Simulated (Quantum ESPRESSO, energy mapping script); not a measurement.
## NiO: exchange couplings from total energies

How strongly do the moments of NiO couple under PBE+U (6 eV), QE, GBRV? The plan is to run several orders and fit a Heisenberg model.

Program: Quantum ESPRESSO 7.5. Level of theory: PBE with U = 6 eV on Ni d, ortho-atomic projectors; plane waves, U on orthogonalised atomic orbitals unless named otherwise, collinear spin, no spin–orbit coupling. Results are calculated unless marked as measured.

Experimental background.

“Observation and resonant x-ray optical interpretation of multi-atom resonant photoemission effects in O 1s emission from NiO” (2006, arxiv:cond-mat/0609101) quotes from earlier work for NiO, rock salt (literature value for NiO): ordering temperature (Neel temperature) 524 K [Literature value cited from another work, not measured on this sample.].

Report form: the programs' logs are mostly left out.

### 1. The structure

Symmetry: Fm-3m, No. 225, cubic system. The conventional cell has a = 4.172 Å, b = 4.172 Å, c = 4.172 Å, α = 90.00°, β = 90.00°, γ = 90.00°. Nearest to Ni lie 6 O at 2.09 Å. O has 6 Ni at 2.09 Å nearest. Farther neighbours and most contacts between anions are not listed.

The U corrects the self-interaction that lets semilocal functionals spread d and f electrons too far. Its value here is typed, not computed. These runs use Quantum ESPRESSO.

### 2. Parallel start in cell A (4 atoms)

Each cell gets its own parallel run on the same mesh, so that most of the mesh error cancels in the differences.

The potential files are GBRV's for PBE; pw.x takes the functional from them.

Contents of pw.in:

```
&control
  calculation = 'scf'
  prefix = 'pw'
  outdir = './tmp/'
  pseudo_dir = './pseudo/'
  verbosity = 'low'
/
&system
  ibrav = 0
  nat = 4
  ntyp = 2
  ecutwfc = 45
  ecutrho = 360
  nbnd = 38
  occupations = 'smearing'
  smearing = 'fd'
  degauss = 0.00367493
  nspin = 2
  starting_magnetization(1) = 0.1111
/
&electrons
  conv_thr = 1.0e-08
  electron_maxstep = 120
  mixing_beta = 0.3
  mixing_mode = 'plain'
/
ATOMIC_SPECIES
  Ni 58.6934 Ni.upf
  O 15.9990 O.upf
CELL_PARAMETERS angstrom
  0.00000000 -2.08590164 -2.08590164
  0.00000000 2.08590164 -2.08590164
  4.17180328 0.00000000 0.00000000
ATOMIC_POSITIONS crystal
  Ni 0.50000000 0.50000000 0.50000000
  Ni 0.00000000 0.00000000 0.00000000
  O 0.50000000 0.50000000 0.00000000
  O 0.00000000 0.00000000 0.50000000
K_POINTS automatic
  7 7 5 0 0 0
HUBBARD {ortho-atomic}
U Ni-3d 6
```

Started as:

```bash
$ OMP_NUM_THREADS=1 mpirun -n 4 pw.x -nk 4 -in pw.in > pw.out
```

The job ended after 17 s (4 MPI ranks of Arm Neoverse V1, shared host; peak memory 0.39 GiB; 67 s of CPU time).

Spin moment in the sphere by atom:

```
atom  spin moment in the sphere (μB)
 Ni1                            1.73
 Ni2                            1.73
  O3                            0.21
  O4                            0.21
```

The run ends ferromagnetic.

### 3. Run 2 (compensated +−; cell A, 4 atoms)

This order reverses 8 of the 12 neighbours at 2.95 Å, 0 of the 6 neighbours at 4.17 Å and 16 of the 24 neighbours at 5.11 Å, counted for an average magnetic atom.

Changes to pw.in since step 2:

```diff
@@ -10,6 +10,6 @@
   nat = 4
-  ntyp = 2
+  ntyp = 3
   ecutwfc = 45
   ecutrho = 360
-  nbnd = 38
+  nbnd = 36
   occupations = 'smearing'
@@ -19,2 +19,3 @@
   starting_magnetization(1) = 0.1111
+  starting_magnetization(2) = -0.1111
 /
@@ -27,3 +28,4 @@
 ATOMIC_SPECIES
-  Ni 58.6934 Ni.upf
+  Ni1 58.6934 Ni.upf
+  Ni2 58.6934 Ni.upf
   O 15.9990 O.upf
@@ -34,4 +36,4 @@
 ATOMIC_POSITIONS crystal
-  Ni 0.50000000 0.50000000 0.50000000
-  Ni 0.00000000 0.00000000 0.00000000
+  Ni1 0.50000000 0.50000000 0.50000000
+  Ni2 0.00000000 0.00000000 0.00000000
   O 0.50000000 0.50000000 0.00000000
@@ -41,2 +43,3 @@
 HUBBARD {ortho-atomic}
-U Ni-3d 6
+U Ni1-3d 6
+U Ni2-3d 6
```

The job ended after 18 s (4 MPI ranks; peak memory 0.4 GiB).

Spin moment in the sphere by atom:

```
atom  spin moment in the sphere (μB)
 Ni1                            1.74
 Ni2                           -1.74
  O3                           -0.07
  O4                            0.07
```

The run ends antiferromagnetic, 10.67 meV a magnetic atom above the parallel order of its cell.

### 4. Parallel start in cell B (4 atoms)

A new cell needs its own zero of energy.

This run holds the same structure in another cell (c 4.172 → 5.109 Å, α 90.0 → 73.2°, β 90.0 → 73.2°, γ 90.0 → 60.0°).

Contents of pw.in:

```
&control
  calculation = 'scf'
  prefix = 'pw'
  outdir = './tmp/'
  pseudo_dir = './pseudo/'
  verbosity = 'low'
/
&system
  ibrav = 0
  nat = 4
  ntyp = 2
  ecutwfc = 45
  ecutrho = 360
  nbnd = 38
  occupations = 'smearing'
  smearing = 'fd'
  degauss = 0.00367493
  nspin = 2
  starting_magnetization(1) = 0.1111
/
&electrons
  conv_thr = 1.0e-08
  electron_maxstep = 120
  mixing_beta = 0.3
  mixing_mode = 'plain'
/
ATOMIC_SPECIES
  Ni 58.6934 Ni.upf
  O 15.9990 O.upf
CELL_PARAMETERS angstrom
  0.00000000 -2.08590164 -2.08590164
  -2.08590164 0.00000000 -2.08590164
  2.08590164 2.08590164 -4.17180328
ATOMIC_POSITIONS crystal
  Ni 0.50000000 0.50000000 0.50000000
  Ni 0.00000000 0.00000000 0.00000000
  O 0.75000000 0.75000000 0.75000000
  O 0.25000000 0.25000000 0.25000000
K_POINTS automatic
  8 8 8 0 0 0
HUBBARD {ortho-atomic}
U Ni-3d 6
```

It took 38 s on 4 MPI ranks; peak memory 0.46 GiB.

The run ends ferromagnetic. For each magnetic atom its energy differs from the parallel run of the first cell by -0.14 meV, an error that one common reference would have brought in.

### 5. Order 4: compensated +−, cell B of 4 atoms

This order reverses 6 of the 12 neighbours at 2.95 Å, 6 of the 6 neighbours at 4.17 Å and 12 of the 24 neighbours at 5.11 Å, counted for an average magnetic atom.

Changes to pw.in since step 4:

```diff
@@ -10,6 +10,6 @@
   nat = 4
-  ntyp = 2
+  ntyp = 3
   ecutwfc = 45
   ecutrho = 360
-  nbnd = 38
+  nbnd = 36
   occupations = 'smearing'
@@ -19,2 +19,3 @@
   starting_magnetization(1) = 0.1111
+  starting_magnetization(2) = -0.1111
 /
@@ -27,3 +28,4 @@
 ATOMIC_SPECIES
-  Ni 58.6934 Ni.upf
+  Ni1 58.6934 Ni.upf
+  Ni2 58.6934 Ni.upf
   O 15.9990 O.upf
@@ -34,4 +36,4 @@
 ATOMIC_POSITIONS crystal
-  Ni 0.50000000 0.50000000 0.50000000
-  Ni 0.00000000 0.00000000 0.00000000
+  Ni1 0.50000000 0.50000000 0.50000000
+  Ni2 0.00000000 0.00000000 0.00000000
   O 0.75000000 0.75000000 0.75000000
@@ -41,2 +43,3 @@
 HUBBARD {ortho-atomic}
-U Ni-3d 6
+U Ni1-3d 6
+U Ni2-3d 6
```

Run time: 49 s. Hardware: 4 MPI ranks; peak memory 0.46 GiB; 3.3 min of CPU time.

The run ends antiferromagnetic, 104.49 meV a magnetic atom below the parallel order of its cell.

### 6. Order 5: parallel, cell C of 6 atoms

The parallel order again, as the reference for this cell.

Contents of pw.in:

```
&control
  calculation = 'scf'
  prefix = 'pw'
  outdir = './tmp/'
  pseudo_dir = './pseudo/'
  verbosity = 'low'
/
&system
  ibrav = 0
  nat = 6
  ntyp = 2
  ecutwfc = 45
  ecutrho = 360
  nbnd = 55
  occupations = 'smearing'
  smearing = 'fd'
  degauss = 0.00367493
  nspin = 2
  starting_magnetization(1) = 0.1111
/
&electrons
  conv_thr = 1.5e-08
  electron_maxstep = 120
  mixing_beta = 0.3
  mixing_mode = 'plain'
/
ATOMIC_SPECIES
  Ni 58.6934 Ni.upf
  O 15.9990 O.upf
CELL_PARAMETERS angstrom
  0.00000000 2.08590164 2.08590164
  -2.08590164 0.00000000 -2.08590164
  -4.17180328 -4.17180328 4.17180328
ATOMIC_POSITIONS crystal
  Ni 0.00000000 0.00000000 0.00000000
  Ni 0.33333333 0.66666667 0.66666667
  Ni 0.66666667 0.33333333 0.33333333
  O 0.66666667 0.33333333 0.83333333
  O 0.00000000 0.00000000 0.50000000
  O 0.33333333 0.66666667 0.16666667
K_POINTS automatic
  8 8 3 0 0 0
HUBBARD {ortho-atomic}
U Ni-3d 6
```

Wall time 38 s (4 MPI ranks); peak memory 0.53 GiB.

The run ends ferromagnetic. For each magnetic atom its energy differs from the parallel run of the first cell by -0.14 meV, an error that one common reference would have brought in.

### 7. Run 6 (uncompensated ++−; cell C, 6 atoms)

This order reverses 4 of the 12 neighbours at 2.95 Å, 4 of the 6 neighbours at 4.17 Å and 12 of the 24 neighbours at 5.11 Å, counted for an average magnetic atom.

Changes to pw.in since step 6:

```diff
@@ -10,6 +10,6 @@
   nat = 6
-  ntyp = 2
+  ntyp = 3
   ecutwfc = 45
   ecutrho = 360
-  nbnd = 55
+  nbnd = 53
   occupations = 'smearing'
@@ -19,2 +19,3 @@
   starting_magnetization(1) = 0.1111
+  starting_magnetization(2) = -0.1111
 /
@@ -27,3 +28,4 @@
 ATOMIC_SPECIES
-  Ni 58.6934 Ni.upf
+  Ni1 58.6934 Ni.upf
+  Ni2 58.6934 Ni.upf
   O 15.9990 O.upf
@@ -34,5 +36,5 @@
 ATOMIC_POSITIONS crystal
-  Ni 0.00000000 0.00000000 0.00000000
-  Ni 0.33333333 0.66666667 0.66666667
-  Ni 0.66666667 0.33333333 0.33333333
+  Ni1 0.00000000 0.00000000 0.00000000
+  Ni1 0.33333333 0.66666667 0.66666667
+  Ni2 0.66666667 0.33333333 0.33333333
   O 0.66666667 0.33333333 0.83333333
@@ -43,2 +45,3 @@
 HUBBARD {ortho-atomic}
-U Ni-3d 6
+U Ni1-3d 6
+U Ni2-3d 6
```

Elapsed: 45 s, on 4 MPI ranks; peak memory 0.53 GiB; 3 min of CPU time.

The run ends ferrimagnetic, 72.73 meV a magnetic atom below the parallel order of its cell.

### 8. Parallel start in cell D (6 atoms)

This run holds the same structure in another cell (c 7.226 → 6.596 Å, α 90.0 → 102.9°, β 90.0 → 102.9°, γ 120.0 → 90.0°).

Contents of pw.in:

```
&control
  calculation = 'scf'
  prefix = 'pw'
  outdir = './tmp/'
  pseudo_dir = './pseudo/'
  verbosity = 'low'
/
&system
  ibrav = 0
  nat = 6
  ntyp = 2
  ecutwfc = 45
  ecutrho = 360
  nbnd = 55
  occupations = 'smearing'
  smearing = 'fd'
  degauss = 0.00367493
  nspin = 2
  starting_magnetization(1) = 0.1111
/
&electrons
  conv_thr = 1.5e-08
  electron_maxstep = 120
  mixing_beta = 0.3
  mixing_mode = 'plain'
/
ATOMIC_SPECIES
  Ni 58.6934 Ni.upf
  O 15.9990 O.upf
CELL_PARAMETERS angstrom
  0.00000000 2.08590164 2.08590164
  0.00000000 2.08590164 -2.08590164
  -6.25770492 -2.08590164 0.00000000
ATOMIC_POSITIONS crystal
  Ni 0.00000000 0.00000000 0.00000000
  Ni 0.33333333 0.33333333 0.66666667
  Ni 0.66666667 0.66666667 0.33333333
  O 0.83333333 0.83333333 0.66666667
  O 0.16666667 0.16666667 0.33333333
  O 0.50000000 0.50000000 0.00000000
K_POINTS automatic
  7 7 7 0 0 0
HUBBARD {ortho-atomic}
U Ni-3d 6
```

Elapsed: 57 s, on 4 MPI ranks; peak memory 0.59 GiB.

The run ends ferromagnetic. For each magnetic atom its energy differs from the parallel run of the first cell by -0.06 meV, an error that one common reference would have brought in.

### 9. Uncompensated ++− start in cell D (6 atoms)

This order reverses 5.33 of the 12 neighbours at 2.95 Å, 1.33 of the 6 neighbours at 4.17 Å and 16 of the 24 neighbours at 5.11 Å, counted for an average magnetic atom.

Changes to pw.in since step 8:

```diff
@@ -10,6 +10,6 @@
   nat = 6
-  ntyp = 2
+  ntyp = 3
   ecutwfc = 45
   ecutrho = 360
-  nbnd = 55
+  nbnd = 53
   occupations = 'smearing'
@@ -19,2 +19,3 @@
   starting_magnetization(1) = 0.1111
+  starting_magnetization(2) = -0.1111
 /
@@ -27,3 +28,4 @@
 ATOMIC_SPECIES
-  Ni 58.6934 Ni.upf
+  Ni1 58.6934 Ni.upf
+  Ni2 58.6934 Ni.upf
   O 15.9990 O.upf
@@ -34,5 +36,5 @@
 ATOMIC_POSITIONS crystal
-  Ni 0.00000000 0.00000000 0.00000000
-  Ni 0.33333333 0.33333333 0.66666667
-  Ni 0.66666667 0.66666667 0.33333333
+  Ni1 0.00000000 0.00000000 0.00000000
+  Ni1 0.33333333 0.33333333 0.66666667
+  Ni2 0.66666667 0.66666667 0.33333333
   O 0.83333333 0.83333333 0.66666667
@@ -43,2 +45,3 @@
 HUBBARD {ortho-atomic}
-U Ni-3d 6
+U Ni1-3d 6
+U Ni2-3d 6
```

The job ended after 55 s (4 MPI ranks; peak memory 0.58 GiB).

The run ends ferrimagnetic, 20.96 meV a magnetic atom below the parallel order of its cell.

### 10. Run 9 (parallel; cell E, 6 atoms)

This run holds the same structure in another cell (b 2.950 → 4.172 Å, c 6.596 → 5.109 Å, α 102.9 → 114.1°, β 102.9 → 106.8°).

Contents of pw.in:

```
&control
  calculation = 'scf'
  prefix = 'pw'
  outdir = './tmp/'
  pseudo_dir = './pseudo/'
  verbosity = 'low'
/
&system
  ibrav = 0
  nat = 6
  ntyp = 2
  ecutwfc = 45
  ecutrho = 360
  nbnd = 55
  occupations = 'smearing'
  smearing = 'fd'
  degauss = 0.00367493
  nspin = 2
  starting_magnetization(1) = 0.1111
/
&electrons
  conv_thr = 1.5e-08
  electron_maxstep = 120
  mixing_beta = 0.3
  mixing_mode = 'plain'
/
ATOMIC_SPECIES
  Ni 58.6934 Ni.upf
  O 15.9990 O.upf
CELL_PARAMETERS angstrom
  0.00000000 -2.08590164 -2.08590164
  -4.17180328 0.00000000 0.00000000
  2.08590164 4.17180328 -2.08590164
ATOMIC_POSITIONS crystal
  Ni 0.66666667 0.66666667 0.33333333
  Ni 0.33333333 0.33333333 0.66666667
  Ni 0.00000000 0.00000000 0.00000000
  O 0.66666667 0.16666667 0.33333333
  O 0.33333333 0.83333333 0.66666667
  O 0.00000000 0.50000000 0.00000000
K_POINTS automatic
  8 8 8 0 0 0
HUBBARD {ortho-atomic}
U Ni-3d 6
```

It took 2.3 min on 4 MPI ranks; peak memory 0.79 GiB.

The run ends ferromagnetic. For each magnetic atom its energy differs from the parallel run of the first cell by -0.15 meV, an error that one common reference would have brought in.

### 11. Uncompensated ++− start in cell E (6 atoms)

This order reverses 6.67 of the 12 neighbours at 2.95 Å, 2.67 of the 6 neighbours at 4.17 Å and 8 of the 24 neighbours at 5.11 Å, counted for an average magnetic atom.

Changes to pw.in since step 10:

```diff
@@ -10,6 +10,6 @@
   nat = 6
-  ntyp = 2
+  ntyp = 3
   ecutwfc = 45
   ecutrho = 360
-  nbnd = 55
+  nbnd = 53
   occupations = 'smearing'
@@ -19,2 +19,3 @@
   starting_magnetization(1) = 0.1111
+  starting_magnetization(2) = -0.1111
 /
@@ -27,3 +28,4 @@
 ATOMIC_SPECIES
-  Ni 58.6934 Ni.upf
+  Ni1 58.6934 Ni.upf
+  Ni2 58.6934 Ni.upf
   O 15.9990 O.upf
@@ -34,5 +36,5 @@
 ATOMIC_POSITIONS crystal
-  Ni 0.66666667 0.66666667 0.33333333
-  Ni 0.33333333 0.33333333 0.66666667
-  Ni 0.00000000 0.00000000 0.00000000
+  Ni1 0.66666667 0.66666667 0.33333333
+  Ni1 0.33333333 0.33333333 0.66666667
+  Ni2 0.00000000 0.00000000 0.00000000
   O 0.66666667 0.16666667 0.33333333
@@ -43,2 +45,3 @@
 HUBBARD {ortho-atomic}
-U Ni-3d 6
+U Ni1-3d 6
+U Ni2-3d 6
```

Elapsed: 2.7 min, on 4 MPI ranks; peak memory 0.79 GiB; 11 min of CPU time.

The run ends ferrimagnetic, 45.98 meV a magnetic atom below the parallel order of its cell.

### 12. Mapping onto a Heisenberg model

Each energy difference is a sum of couplings weighted by the pairs that the order reverses. A few near shells are fitted to the differences by least squares. Energies are those extrapolated to zero occupation width, not the free energies F.

Energies from the parallel order of the same cell:

```
                      order  atoms  energy (meV a magnetic atom)  moments (μB)  moments kept as typed  opposed neighbours at 2.95, 4.17, 5.11 Å
         parallel in cell A      4                          0.00          1.73                    yes                                   0, 0, 0
   compensated +− in cell A      4                         10.67          1.74                    yes                                  8, 0, 16
         parallel in cell B      4                          0.00          1.73                    yes                                   0, 0, 0
   compensated +− in cell B      4                       -104.49          1.67                    yes                                  6, 6, 12
         parallel in cell C      6                          0.00          1.73                    yes                                   0, 0, 0
uncompensated ++− in cell C      6                        -72.73  1.67 to 1.70                    yes                                  4, 4, 12
         parallel in cell D      6                          0.00          1.73                    yes                                   0, 0, 0
uncompensated ++− in cell D      6                        -20.96  1.71 to 1.72                    yes                            5.33, 1.33, 16
         parallel in cell E      6                          0.00          1.73                    yes                                   0, 0, 0
uncompensated ++− in cell E      6                        -45.98  1.69 to 1.71                    yes                             6.67, 2.67, 8
```

Couplings from the energies, with E = −Σ J e·e over ordered pairs:

```
 pair  distance (Å)  neighbours  J (meV)
Ni–Ni          2.95          12    0.625
Ni–Ni          4.17           6    -9.40
Ni–Ni          5.11          24   0.0256
Ni–Ni          5.90          12   -0.344
```

These orders cannot tell some unfitted shells from fitted ones: the value at 2.95 Å holds J(2.95) + 4 J(7.80) + J(8.85), the value at 5.11 Å holds J(5.11) + J(8.85) and the value at 5.90 Å holds J(5.90) − J(8.85); other unfitted shells add to the values wholly or in part.

Adding the shell at 6.60 Å gives 0.67, -9.4, 0.032, -0.35 and -0.032 meV and a mean-field temperature of 402 K, an exact solve that tests nothing.

In mean field these couplings order at 404 K, at q = (0.50, 0.50, 0.50) in fractions of the conventional cell's reciprocal vectors, and give a Curie–Weiss temperature of -405 K.

### 13. Ordering temperature by Monte Carlo

Mean field ignores fluctuations and overstates the ordering temperature, so the model is also sampled. The heat capacity peaks where order sets in.

Classical unit spins with these couplings on 8×8×4 copies of a cell that holds the lowest order (512 spins), heat-bath sweeps, cooled from random directions, 831 sweeps to settle and 2493 measured at each temperature, averaged over 4 runs.

```
T (K)  order along the lowest pattern  net moment  heat capacity (k_B a spin)
 48.5                            0.38        0.01                        1.00
 83.0                            0.39        0.01                        1.03
  135                            0.40        0.01                        1.16
  169                            0.34        0.02                        1.29
  204                            0.36        0.02                        1.37
  255                            0.27        0.02                        1.88
  273                            0.25        0.02                        1.88
  290                            0.21        0.02                        1.79
  324                            0.15        0.03                        1.12
  359                            0.12        0.03                        0.62
  410                            0.09        0.03                        0.39
  445                            0.08        0.03                        0.28
```

The smoothed heat capacity peaks at 267 K. The order column follows one pattern alone; equivalent domains or another pattern share the rest.

### 14. Results

```json
{"lowest order tried": "compensated +− in cell B", "largest fitted value (a combination of shells), Ni–Ni at 4.17 Å": "-9.40 meV", "ordering temperature, mean field": "404 K", "heat-capacity peak, Monte Carlo": "267 K"}
```

Of the orders tried, NiO prefers the order “compensated +− in cell B” under PBE+U (6 eV), QE, GBRV, with 6 of 12 neighbours at 2.95 Å, 6 of 6 neighbours at 4.17 Å and 12 of 24 neighbours at 5.11 Å opposed, and the heat capacity of the fitted model peaks near 267 K (Monte Carlo, classical spins). The largest fitted coupling is the Ni–Ni pair at 4.17 Å, antiferromagnetic at -9.4 meV, across a ligand at about 180°. The straight metal–ligand–metal path outweighs the right-angled one, the pattern expected of superexchange through one ligand p orbital, which these runs do not test. The orders also reverse pairs at 6.60 Å, which are not fitted, so the fitted values hold their part too. With 5 differences for 4 couplings the fit misses by 0.39 meV at most, a small part of the spread. In the fitted orders moments change by up to 3.4 % against the parallel run of the same cell, so their size stays put. Monte Carlo puts the peak at 0.66 of the mean-field temperature, since mean field leaves out fluctuations. In tests on simple cubic and body-centred models such peaks lay 5 to 6 % under the bulk value. On cooling, the order along the one computed pattern stays at or under 0.42: the model settles in an equivalent domain, a degenerate mixture or another order. The parallel order holds 2 μB a magnetic atom, spin 1; the common factor (S+1)/S would raise the classical 267 K to 534 K, a correction that often overshoots. The classical value and the one scaled by (S+1)/S differ by a factor of 2, so closeness of either to the measured temperature is partly a matter of convention.

Comparison with the measured values:

| quantity | measured | PBE+U (6 eV), QE, GBRV, Monte Carlo | PBE+U (6 eV), QE, GBRV, Monte Carlo × (S+1)/S |
| --- | --- | --- | --- |
| ordering temperature (spin model) (K) | 524 | 267 (-49.0 %) | 534 (+1.9 %) |

Measured values from arxiv:cond-mat/0609101 (2006).

How well it matches: For the ordering temperature, of the levels listed nearest comes PBE+U (6 eV), QE, GBRV, Monte Carlo × (S+1)/S (+1.9 %, good agreement) and farthest PBE+U (6 eV), QE, GBRV, Monte Carlo (-49.0 %, a clear miss). A U picked for its result is no test. No cell relaxation is part of this session.

[Logs and program files are shortened in this print: banners, set-up blocks, solver, clock and traceback lines can be left out without a mark of their own.]

[Logs are printed without paths, hosts, clocks, repeated set-up lines and the standing remarks that a program may print on its own settings, such as how far it seeks lower states.]

[Hosts, paths, dates, database ids (printed as entryN), source tags and the programs' standing remarks are cut or masked in the printed files.]

[Where a cell is said to come from a database of computed structures, the database is the Materials Project.]
